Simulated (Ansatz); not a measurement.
# Mo(100) with 4 thermally displaced layers, 2x2: scattering by thermal displacements, part 2 of 2

Aim: the resistivity of Mo at 800 K from frozen thermal displacements between perfect leads.

Ansatz 0.2.0; Ansatz plane-wave DFT, PBE, PAW files; ballistic transport by layer matching (Landauer), zero bias; PAW set soft_1.

So far, open channels per spin nearest the Fermi level: step 2 (with 4 displaced layers) 6.78.

## 4. With 12 displaced layers

Each atom of 12 layers is moved at random, by amounts drawn from a normal law 0.0777 Å wide in each direction from the Debye model (450 K) at 800 K. A fresh draw is used; the growth of the resistance with length is what counts.

System of this step: Mo(100) with 12 thermally displaced layers, 2x2. The cell holds 88 atoms: 88 Mo. Cell: a = 6.294 Å, b = 6.294 Å, c = 34.617 Å, α = 90.0°, β = 90.0°, γ = 90.0°. It derives from Mo. Regions: lead, 40 atoms (40 Mo); scattering region, 48 atoms (48 Mo). The structure is stacked along c, and the current runs across the ab planes.

input.yaml reads:

```yaml
crystal:
  lattice:
    - [6.294, 0.0, 0.0]
    - [0.0, 6.294, 0.0]
    - [0.0, 0.0, 34.617]
  atoms:
    - { symbol: Mo, position: [0.0, 0.0, 0.0227272727] }
    - { symbol: Mo, position: [0.0, 0.5, 0.0227272727] }
    - { symbol: Mo, position: [0.5, 0.0, 0.0227272727] }
    - { symbol: Mo, position: [0.5, 0.5, 0.0227272727] }
    - { symbol: Mo, position: [0.25, 0.25, 0.0681818182] }
    - { symbol: Mo, position: [0.25, 0.75, 0.0681818182] }
    - { symbol: Mo, position: [0.75, 0.25, 0.0681818182] }
    - { symbol: Mo, position: [0.75, 0.75, 0.0681818182] }
    - { symbol: Mo, position: [0.0, 0.0, 0.1136363636] }
    - { symbol: Mo, position: [0.0, 0.5, 0.1136363636] }
    - { symbol: Mo, position: [0.5, 0.0, 0.1136363636] }
    - { symbol: Mo, position: [0.5, 0.5, 0.1136363636] }
    - { symbol: Mo, position: [0.25, 0.25, 0.1590909091] }
    - { symbol: Mo, position: [0.25, 0.75, 0.1590909091] }
    - { symbol: Mo, position: [0.75, 0.25, 0.1590909091] }
    - { symbol: Mo, position: [0.75, 0.75, 0.1590909091] }
    - { symbol: Mo, position: [0.0, 0.0, 0.2045454545] }
    - { symbol: Mo, position: [0.0, 0.5, 0.2045454545] }
    - { symbol: Mo, position: [0.5, 0.0, 0.2045454545] }
    - { symbol: Mo, position: [0.5, 0.5, 0.2045454545] }
    - { symbol: Mo, position: [0.243237817, 0.24885656, 0.2505650881] }
    - { symbol: Mo, position: [0.245813922, 0.7262381076, 0.2498376618] }
    - { symbol: Mo, position: [0.752783537, 0.2633957592, 0.2512978079] }
    - { symbol: Mo, position: [0.7420505505, 0.7410597006, 0.2545155432] }
    - { symbol: Mo, position: [0.0093462129, 0.0226224794, 0.3002370037] }
    - { symbol: Mo, position: [0.9898947917, 0.5047589589, 0.2964835296] }
    - { symbol: Mo, position: [0.5069124936, 0.0066937345, 0.2959083342] }
    - { symbol: Mo, position: [0.5021508953, 0.481440682, 0.2950830757] }
    - { symbol: Mo, position: [0.2407651832, 0.2515574672, 0.3398590422] }
    - { symbol: Mo, position: [0.2576401489, 0.7601174623, 0.3416023742] }
    - { symbol: Mo, position: [0.7539054012, 0.2511481046, 0.3399033945] }
    - { symbol: Mo, position: [0.7479680324, 0.7438776351, 0.3417804601] }
    - { symbol: Mo, position: [0.000174333, 0.0071802786, 0.3833796633] }
    - { symbol: Mo, position: [0.0109661045, 0.4905789534, 0.3847145331] }
    - { symbol: Mo, position: [0.4975611266, 0.9930409091, 0.3870174661] }
    - { symbol: Mo, position: [0.492907749, 0.486789501, 0.3844640721] }
    - { symbol: Mo, position: [0.2662060011, 0.2505466918, 0.4291960591] }
    - { symbol: Mo, position: [0.2501034801, 0.7307804956, 0.4358373179] }
    - { symbol: Mo, position: [0.7311692007, 0.2559136932, 0.4330390951] }
    - { symbol: Mo, position: [0.7320890809, 0.7537091032, 0.4340577019] }
    - { symbol: Mo, position: [0.0057756264, 0.0032241492, 0.4794042762] }
    - { symbol: Mo, position: [0.00198754, 0.5041556234, 0.4769881495] }
    - { symbol: Mo, position: [0.5078042488, 0.9883717482, 0.4790509256] }
    - { symbol: Mo, position: [0.4937583679, 0.4865279311, 0.4780930294] }
    - { symbol: Mo, position: [0.2709118813, 0.26187893, 0.5215691896] }
    - { symbol: Mo, position: [0.2586226369, 0.7443894763, 0.522448741] }
    - { symbol: Mo, position: [0.7511058821, 0.221377044, 0.5231576148] }
    - { symbol: Mo, position: [0.7372819667, 0.7413855287, 0.5194159817] }
    - { symbol: Mo, position: [0.9812670301, 0.9883485227, 0.5700360034] }
    - { symbol: Mo, position: [0.0205794292, 0.4996886592, 0.5706338401] }
    - { symbol: Mo, position: [0.496739234, 0.9763827534, 0.5685185116] }
    - { symbol: Mo, position: [0.5055047775, 0.4947056032, 0.5688605749] }
    - { symbol: Mo, position: [0.2570723819, 0.2393349376, 0.6103195844] }
    - { symbol: Mo, position: [0.247267004, 0.7473929186, 0.6128443275] }
    - { symbol: Mo, position: [0.7621947601, 0.2713149765, 0.6127006281] }
    - { symbol: Mo, position: [0.7586328526, 0.7616226558, 0.6152380211] }
    - { symbol: Mo, position: [0.0129388565, 0.9951919448, 0.6607524189] }
    - { symbol: Mo, position: [0.025006992, 0.5099271116, 0.6576987077] }
    - { symbol: Mo, position: [0.5075066422, 0.0155932899, 0.6599196048] }
    - { symbol: Mo, position: [0.4930407101, 0.5190605819, 0.6562840932] }
    - { symbol: Mo, position: [0.2562184532, 0.2498001946, 0.701864635] }
    - { symbol: Mo, position: [0.2650629985, 0.7542972091, 0.701924976] }
    - { symbol: Mo, position: [0.7574327243, 0.2446687455, 0.7002720365] }
    - { symbol: Mo, position: [0.7414904428, 0.7532554644, 0.7059731614] }
    - { symbol: Mo, position: [0.002045106, 0.0005578914, 0.7510555371] }
    - { symbol: Mo, position: [0.9973939616, 0.5145380869, 0.75033383] }
    - { symbol: Mo, position: [0.5036306048, 0.006680107, 0.7476257349] }
    - { symbol: Mo, position: [0.4912394226, 0.5188814555, 0.7507530602] }
    - { symbol: Mo, position: [0.25, 0.25, 0.7954545455] }
    - { symbol: Mo, position: [0.25, 0.75, 0.7954545455] }
    - { symbol: Mo, position: [0.75, 0.25, 0.7954545455] }
    - { symbol: Mo, position: [0.75, 0.75, 0.7954545455] }
    - { symbol: Mo, position: [0.0, 0.0, 0.8409090909] }
    - { symbol: Mo, position: [0.0, 0.5, 0.8409090909] }
    - { symbol: Mo, position: [0.5, 0.0, 0.8409090909] }
    - { symbol: Mo, position: [0.5, 0.5, 0.8409090909] }
    - { symbol: Mo, position: [0.25, 0.25, 0.8863636364] }
    - { symbol: Mo, position: [0.25, 0.75, 0.8863636364] }
    - { symbol: Mo, position: [0.75, 0.25, 0.8863636364] }
    - { symbol: Mo, position: [0.75, 0.75, 0.8863636364] }
    - { symbol: Mo, position: [0.0, 0.0, 0.9318181818] }
    - { symbol: Mo, position: [0.0, 0.5, 0.9318181818] }
    - { symbol: Mo, position: [0.5, 0.0, 0.9318181818] }
    - { symbol: Mo, position: [0.5, 0.5, 0.9318181818] }
    - { symbol: Mo, position: [0.25, 0.25, 0.9772727273] }
    - { symbol: Mo, position: [0.25, 0.75, 0.9772727273] }
    - { symbol: Mo, position: [0.75, 0.25, 0.9772727273] }
    - { symbol: Mo, position: [0.75, 0.75, 0.9772727273] }
kpoints:
  mp_grid: { grid: [4, 4, 1] }
hamiltonian:
  xc: pbe
  pseudopotentials: { kind: paw, azcp: { folder: soft_1 } }
scf:
  occupations: { method: fermi_dirac, width: 0.1 }
output:
  transmission: { leads: [[0, 4]], kmesh: [8, 8], e_range: [-0.05, 0.05], de: 0.05 }
  write_potential: true
  write_density: true
  volumetric_format: npy
```

Run with:

```bash
$ ansatz run input.yaml --threads 4 --pin off --max-ram 15360MiB --backend cpu --events-out ev --progress --plain --runs-dir out
```

Numbers of over 12 decimals in the logs are rounded to 6 here.

The program printed:

```text
[...]
Crystal: 88 atoms, lattice volume = 1371.333 Å³
Basis set: ecut = 420 eV, 26839 PW (Γ)
Bands: 740, of which v1, the nominal top of the filled ones, is band 616 counted from 1 (615 counted from 0)
Symmetry: 1 space group operations
[...]
k-points: 10 of 16 (time reversal used)
[...]
SCF iter   1: F=—  HF=-436182.208900 eV  |F-HF|=—  |Δ(HF+E_count)|=         —  Δρ=1.05e-1  dr2=1.63e2  ethr=3.10e-3  ⟨swp⟩=4.4  Hψ=22562  notcnv=0
[...]
SCF iter   9: F=-436128.672681 eV  HF=-436128.672681 eV  |F-HF|=2.15e-9  |Δ(HF+E_count)|=   1.23e-8  Δρ=4.04e-7  dr2=3.26e-9  ethr=8.12e-12  ⟨swp⟩=6.8  Hψ=15689  notcnv=0
SCF 1 converged in 9 iterations: F = -436128.672681 eV  dr2 = 3.26e-9
[...]
transmission: 237 of 2346 steps passed
transmission: 471 of 2346 steps passed
[...]
transmission: 2346 of 2346 steps passed
SCF converged after 9 iterations
Free energy (F): -436128.672681 eV
[...]
Internal energy: -436126.514518 eV  (E = F + TS)
E sigma→0 (E₀):  -436127.593599 eV
Entropy (-TS):   -2.158163 eV (-24.525 meV/atom)
Fermi energy:    21.119633 eV
[...]
--- Band table (eV; the first three rows and the last of 10) ---
  k-point 0: bands = [... 612 lower, 21.1144, 21.1339, 21.1427, 21.1485, 21.1740, 21.1976, 21.3106, 21.3387, ... 120 higher]
  k-point 1: bands = [... 612 lower, 21.0737, 21.0991, 21.1086, 21.1165, 21.1407, 21.1585, 21.1769, 21.1939, ... 120 higher]
  k-point 2: bands = [... 612 lower, 21.0014, 21.0336, 21.0497, 21.1130, 21.1405, 21.1574, 21.2588, 21.2653, ... 120 higher]
  k-point 9: bands = [... 612 lower, 20.3366, 20.3782, 20.4453, 20.4817, 21.3212, 21.3721, 21.4404, 21.4635, ... 120 higher]
--- Transmission ---
  basis      : 349 plane waves across, 69 finite elements along
  points     : 34, standing for a mesh of 8 x 8
[...]
channels       : 6.593750e0 a spin
[...]
slowest decay  : 0.0454 /Å at (0.5000, 0.3750)
  junction   : crystal 0 to crystal 0, 0.70 to 33.74 Å
    transmission   : 4.262825e0 a spin
[...]
```

Run time: 28 min. Hardware: 4 threads of Arm Neoverse V1, shared host; peak memory 8.2 GiB.

This step gave:

```yaml
free_energy: -436128.6727 eV
energy_at_zero_smearing: -436127.5936 eV
fermi_energy: 21.12 eV
transmission_per_spin_nearest_the_fermi_level: 4.263
step_of_the_lead_s_potential: 5.8 meV
```

Per spin. Table of transmission, zone mean by energy, zero at the Fermi level:

| energy (eV) | transmission, zone mean |
| --- | --- |
| -0.0500 | 4.25 |
| 0.0000 | 4.26 |
| 0.0500 | 4.28 |

Over the solved energies the transmission per spin lies between 4.25 and 4.28, out of 6.64 channels of the lead on average (up to 6.78).

## 5. The fit

This step: Ansatz plane-wave DFT, PBE, PAW files; ballistic transport by layer matching (Landauer), zero bias; resistivity from the slope of the area resistance; PAW set soft_1 (Ansatz 0.2.0).

Numbers from this step:

- resistivity: 24.93 µΩ cm
- intercept: -0.02327 fΩ m²
- scatter about the fit: 0.02780 fΩ m²

Resistance, by row:

| run | length (Å) | T | channels N | RA (fΩ m²) |
| --- | --- | --- | --- | --- |
| n4 | 6.294 | 5.859 | 6.74 | 0.114 |
| n8 | 12.59 | 4.646 | 6.635 | 0.3299 |
| n12 | 18.88 | 4.267 | 6.635 | 0.4278 |

The area resistance by length of the displaced region:

| length of the displaced region (Å) | area resistance (fΩ m²) |
| --- | --- |
| 6.29 | 0.114 |
| 12.59 | 0.330 |
| 18.88 | 0.428 |

The area resistance goes from 0.11 to 0.43 fΩ m² between 6.3 and 18.9 Å, a slope of 25 µΩ cm.

By hand from the end points: (0.4278 − 0.1140) fΩ m² / (18.88 − 6.29) Å = 25 µΩ cm, since 1 fΩ m² per Å is 1000 µΩ cm.

## 6. What came out

| Item | Value |
| --- | --- |
| resistivity from the slope | 24.9 µΩ cm |
| area resistance over 6.29 Å | 0.114 fΩ m² |
| area resistance over 12.6 Å | 0.330 fΩ m² |
| area resistance over 18.9 Å | 0.428 fΩ m² |

What this shows: The slope gives 25 µΩ cm. The points scatter by 0.028 fΩ m² about the line, with one random draw a length in a 2x2 cell, so the slope is a rough value. The mean square of the displacements drawn is 0.75, 0.94 and 0.81 of the nominal one at the three lengths; with each resistance scaled back by that, the slope is 30 µΩ cm, the value used below. The lead's own channel count moves between the runs (6.74, 6.64 and 6.64), which shifts RA and the slope too. Read with a model of isotropic scattering on a spherical Fermi surface and the lead's 1.3×10¹⁵ S/m², this slope means a mean free path near 20 Å; over these lengths the model's slope is 1.04 times its bulk resistivity, which would be 29 µΩ cm. Uncorrelated displacements put too much weight on short waves, which scatter strongly; with the sideways repeat of a small cell, one draw and three short lengths, the method is good to a factor of two or three.

[Logs are printed without paths, hosts, clocks, repeated set-up lines and the standing remarks that a program may print on its own settings, such as how far it seeks lower states.]

[Hosts, paths, dates, database ids (printed as entryN), source tags and the programs' standing remarks are cut or masked in the printed files.]
